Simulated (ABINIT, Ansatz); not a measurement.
# GaH3 (Pm-3m): zone-centre phonons

Wanted: the vibrations of GaH3 (Pm-3m) at Γ, by two programs.

Calculated with ABINIT 10.8.3; DFT LDA, scalar-relativistic, plane waves, HGH norm-conserving pseudopotentials.

Report form: the programs' logs are mostly left out.

The structure was built from a prototype and need not be the compound's stable phase.

### 1. Set-up

It takes space group Pm-3m (No. 221, cubic). The conventional cell has a = 3.436 Å, b = 3.436 Å, c = 3.436 Å, α = 90.00°, β = 90.00°, γ = 90.00°. Nearest to Ga lie 6 H at 1.72 Å. Nearest to H lie 2 Ga at 1.72 Å. Farther neighbours are not listed.

### 2. Relaxing the cell and atoms

The harmonic expansion starts where the forces on the atoms vanish, and stress shifts the frequencies, so cell and atoms are relaxed with tight thresholds.

The starting cell comes from a relaxation made beforehand in Ansatz (LDA, PseudoDojo NC).

Input file relax.abi:

```
# relaxation
ionmov 2
optcell 2
dilatmx 1.08
ntime 40
tolmxf 1.0d-05
tolvrs 1.0d-14
prtwf 0
prtden 0
chksymtnons 0

# basis, mesh and filling
ecut 35.0
ecutsm 0.5
ixc 7
ngkpt 10 10 10
nshiftk 1
shiftk 0.0 0.0 0.0
istwfk *1
occopt 7
tsmear 0.01
nband 8
nstep 100
diemac 1000000.0
prtebands 0
prtgsr 0

# cell and atoms
acell 6.493854489 6.493854489 6.493854489
rprim 
    1.0 0.0 0.0
    0.0 1.0 0.0
    0.0 0.0 1.0
ntypat 2
znucl 31 1
natom 4
typat 1 2 2 2
xred 
    0.0 0.0 0.0
    0.5 0.0 0.0
    0.0 0.5 0.0
    0.0 0.0 0.5
pp_dirpath "./pseudo"
pseudos "Ga.hgh, H.hgh"
```

Started as:

```console
> OMP_NUM_THREADS=1 mpirun -n 2 abinit relax.abi > relax.log
```

It took 2.1 min on 2 MPI ranks of Arm Neoverse N1, shared host; 4.2 min of CPU time.

Relaxation path:

```
step  energy less that of the first step (eV)  largest force (eV/Å)  volume (Å³)
   1                                   0.0000                0.0000        40.58
   2                                  -0.0051                0.0000        40.25
   3                                  -0.0170                0.0000        38.48
   4                                  -0.0170                0.0000        38.61
   5                                  -0.0170                0.0000        38.60
```

```
conventional cell, symmetrised  before  after  change
                         a (Å)   3.436  3.380  -1.7 %
                         b (Å)   3.436  3.380  -1.7 %
                         c (Å)   3.436  3.380  -1.7 %
              volume (Å³/atom)   10.14   9.65  -4.9 %
```

Final coordinates:

```xyz
4
Lattice="3.3796 0.0000 0.0000 0.0000 3.3796 0.0000 0.0000 0.0000 3.3796" Properties=species:S:1:pos:R:3 pbc="T T T"
Ga    0.0000    0.0000    0.0000
H     1.6898    0.0000    0.0000
H     0.0000    1.6898    0.0000
H     0.0000    0.0000    1.6898
```

Numbers from this step:

| Property | Result |
| --- | --- |
| volume per atom | 9.650 Å³ |
| pressure | 5.62e-7 GPa |
| gap on the k-mesh | 0 eV |

The volume changes by -4.9 % from the cell with which this run began.

### 3. Self-consistent run for the response

The response is built on these wavefunctions, so the potential is converged far more tightly than an energy would need. ecutsm is kept as in the relaxation, so that the cell stays at rest. Occupations are smeared.

Input file gs.abi:

```
# ground state
tolvrs 1.0d-16
prtden 1
prtwf 1

# basis, mesh and filling
ecut 35.0
ecutsm 0.5
ixc 7
ngkpt 12 12 12
nshiftk 1
shiftk 0.0 0.0 0.0
istwfk *1
occopt 7
tsmear 0.01
nband 8
nstep 100
diemac 1000000.0
prtebands 0
prtgsr 0

# cell and atoms
acell 6.386496003 6.386496003 6.386496003
rprim 
    1.0 0.0 0.0
    0.0 1.0 0.0
    0.0 0.0 1.0
ntypat 2
znucl 31 1
natom 4
typat 1 2 2 2
xred 
    0.0 0.0 0.0
    0.5 0.0 0.0
    0.0 0.5 0.0
    0.0 0.0 0.5
pp_dirpath "./pseudo"
pseudos "Ga.hgh, H.hgh"
```

Started as:

```console
> OMP_NUM_THREADS=1 mpirun -n 2 abinit gs.abi > gs.log
```

Run time: 32 s. Hardware: 2 MPI ranks; 64 s of CPU time.

This step gave:

- pressure: 0.08098 GPa

The cell stands at 0.081 GPa, close enough for phonons.

### 4. Zone-centre response

At q = 0 one unit cell holds all displacements. The response is solved for single atoms along the cell's directions, and symmetry skips those that follow from others. The crystal is treated as a metal, which screens a static field, so no field response is asked.

Input file dfpt_gamma.abi:

```

# common to the responses
getwfk_filepath "gso_WFK"
kptopt 2
nqpt 1
qpt 0.0 0.0 0.0
asr 0
chneut 0

# displacements
rfphon 1
rfatpol 1 4
rfdir 1 1 1
tolvrs 1.0d-10
prtwf 0

# basis, mesh and filling
ecut 35.0
ecutsm 0.5
ixc 7
ngkpt 12 12 12
nshiftk 1
shiftk 0.0 0.0 0.0
istwfk *1
occopt 7
tsmear 0.01
nband 8
nstep 100
diemac 1000000.0
prtebands 0
prtgsr 0

# cell and atoms
acell 6.386496003 6.386496003 6.386496003
rprim 
    1.0 0.0 0.0
    0.0 1.0 0.0
    0.0 0.0 1.0
ntypat 2
znucl 31 1
natom 4
typat 1 2 2 2
xred 
    0.0 0.0 0.0
    0.5 0.0 0.0
    0.0 0.5 0.0
    0.0 0.0 0.5
pp_dirpath "./pseudo"
pseudos "Ga.hgh, H.hgh"
```

Started as:

```console
> OMP_NUM_THREADS=1 mpirun -n 2 abinit dfpt_gamma.abi > dfpt_gamma.log
```

It took 3.6 min on 2 MPI ranks; 7.2 min of CPU time.

Numbers from this step:

```
largest acoustic frequency at the zone centre before the sum rule : 0.06 cm⁻¹
highest optical zone-centre mode (no LO-TO term)                  : 1646 cm⁻¹
lowest optical zone-centre mode                                   : 272.7 cm⁻¹
```

The acoustic modes at Γ come out as far as 0.1 cm⁻¹ from zero, where they should vanish, a small numerical error.

### 5. Modes with the sum rule

anaddb reads the merged derivatives and imposes the acoustic sum rule.

Input file anaddb.abi:

```
ddb_filepath "gamma_DDB"
output_file "anaddb.abo"
outdata_prefix "anaddb"
asr 1
chneut 1
enunit 2
eivec 1
nph1l 1
qph1l 0.0 0.0 0.0 1.0
```

Input file mrgddb.in:

```
gamma_DDB
merged
2
dfpt_gammao_DDB
gso_DDB
```

Started as:

```console
> mrgddb < mrgddb.in > mrgddb.log
> OMP_NUM_THREADS=1 anaddb anaddb.abi > anaddb.log
```

The job ended after 0.55 s (1 thread).

No LO-TO term; unit eigenvectors of the mass-weighted matrix, from anaddb's displacements. Modes at Γ, with each element's share of the kinetic energy:

```
mode  frequency (cm⁻¹)  symmetry  Ga %  H %
   1               0.0  acoustic    96    4
   2               0.0  acoustic    96    4
   3               0.0  acoustic    96    4
   4             272.7       T1u     4   96
   5             272.7       T1u     4   96
   6             272.7       T1u     4   96
   7             475.5       T2u     0  100
   8             475.5       T2u     0  100
   9             475.5       T2u     0  100
  10            1645.5       T1u     0  100
  11            1645.5       T1u     0  100
  12            1645.5       T1u     0  100
```

Displacements in mode 4 (272.7 cm⁻¹), the largest set to 1:
```
Ga1  0.00  0.00 -0.03
H2   0.00  0.00  1.00
H3   0.00  0.00  1.00
H4   0.00  0.00  0.39
```

Displacements in mode 7 (475.5 cm⁻¹), the largest set to 1:
```
Ga1  0.00  0.00  0.00
H2   0.00  0.00  1.00
H3   0.00  0.00 -1.00
H4   0.00  0.00  0.00
```

The rule moves no optical mode by more than 0.1 cm⁻¹.

### 6. Sum rules set otherwise (asr 0)

Without the rule the raw error of the acoustic modes shows.

anaddb.abi: that of step 5 with these lines changed.

```diff
@@ -3,4 +3,4 @@
 outdata_prefix "anaddb"
-asr 1
-chneut 1
+asr 0
+chneut 0
 enunit 2
```

mrgddb.in is that of step 5.

Wall time 0.55 s (1 thread).

Zone-centre frequencies as printed; negative means imaginary. Modes:

```
mode  frequency (cm⁻¹)
   1              0.06
   2              0.06
   3              0.06
   4             272.7
   5             272.7
   6             272.7
   7             475.4
   8             475.4
   9             475.4
  10              1646
  11              1646
  12              1646
```

### 7. The same in Ansatz

The same cell goes through another code, with its own cutoff. The potentials differ.

This step: DFT LDA, scalar-relativistic, plane waves, PseudoDojo norm-conserving pseudopotentials (Ansatz 0.2.0).

Input file input.yaml:

```yaml
crystal:
  lattice:
    - [3.3795881423, 0.0, 0.0]
    - [0.0, 3.3795881423, 0.0]
    - [0.0, 0.0, 3.3795881423]
  atoms:
    - { symbol: Ga, position: [0.0, 0.0, 0.0] }
    - { symbol: H, position: [0.5, 0.0, 0.0] }
    - { symbol: H, position: [0.0, 0.5, 0.0] }
    - { symbol: H, position: [0.0, 0.0, 0.5] }
kpoints:
  mp_grid: { grid: [12, 12, 12] }
hamiltonian:
  xc: lda
  pseudopotentials: { kind: nc, accuracy: standard }
scf:
  occupations: { method: gaussian, width: 0.27211 }
output:
  eigenvalues: true
phonons:
  method: dfpt
```

Started as:

```console
> ansatz run input.yaml --threads 2 --pin off --max-ram 4096MiB --backend cpu --events-out ev --progress --plain --runs-dir out
```

The job ended after 2.5 min (2 threads; peak memory 1.5 GiB; 5 min of CPU time).

Read from the output:

| Quantity | Value |
| --- | --- |
| sum-rule residual before enforcement | 5.88e-5 eV/Å² |
| highest optical zone-centre mode (no LO-TO term) | 1797 cm⁻¹ |
| lowest optical zone-centre mode | 303.4 cm⁻¹ |

### 8. Side by side: ABINIT HGH and Ansatz, PseudoDojo

Numbers from this step:

- root-mean-square difference: 93.14 cm⁻¹
- largest difference: 151.7 cm⁻¹

Optical modes, paired by symmetry label. Frequencies side by side, by row:

```
q (reciprocal lattice)  mode  ABINIT HGH (cm⁻¹)  Ansatz, PseudoDojo (cm⁻¹)
                 0 0 0     4              272.7                      303.4
                 0 0 0     5              272.7                      303.4
                 0 0 0     6              272.7                      303.4
                 0 0 0     7              475.5                        430
                 0 0 0     8              475.5                        430
                 0 0 0     9              475.5                        430
                 0 0 0    10               1646                       1797
                 0 0 0    11               1646                       1797
                 0 0 0    12               1646                       1797
```

At the zone centre the largest difference (acoustic modes at Γ apart) is 9 % of the highest mode.

### 9. Results

```
space group after relaxation                                           : Pm-3m
volume per atom                                                        : 9.65 Å³
highest optical zone-centre mode (no LO-TO term)                       : 1646 cm⁻¹
lowest optical zone-centre mode                                        : 272.7 cm⁻¹
imaginary optical modes at the zone centre (no q mesh in this session) : none
largest difference from Ansatz, PseudoDojo                             : 151.7 cm⁻¹
```

What this shows: At the LDA level the optical modes of GaH3 (Pm-3m) at the zone centre run from 273 to 1646 cm⁻¹. On other potentials, and in a cell that was not relaxed for them, the second run differs strongly on some modes. ABINIT HGH and Ansatz, PseudoDojo differ by 93.1 cm⁻¹ in the root mean square and by 151.7 cm⁻¹ at most, 9.2 % of the highest mode compared (acoustic modes at Γ left out); the two use different potentials, and the cell was not relaxed for the second set. These are harmonic frequencies at zero temperature: anharmonic shifts and linewidths and thermal expansion are left out. The HGH files keep few electrons and have no core correction, which is cheap but rough for Ga. In a metal the frequencies hang on the k mesh and the smearing, most of all near Kohn anomalies. The structure is a hypothetical one, built on a prototype.

[Host names and launcher messages were left out of these logs when they were recorded.]

[Logs are printed without paths, hosts, clocks, repeated set-up lines and the standing remarks that a program may print on its own settings, such as how far it seeks lower states.]

[Hosts, paths, dates, database ids (printed as entryN), source tags and the programs' standing remarks are cut or masked in the printed files.]
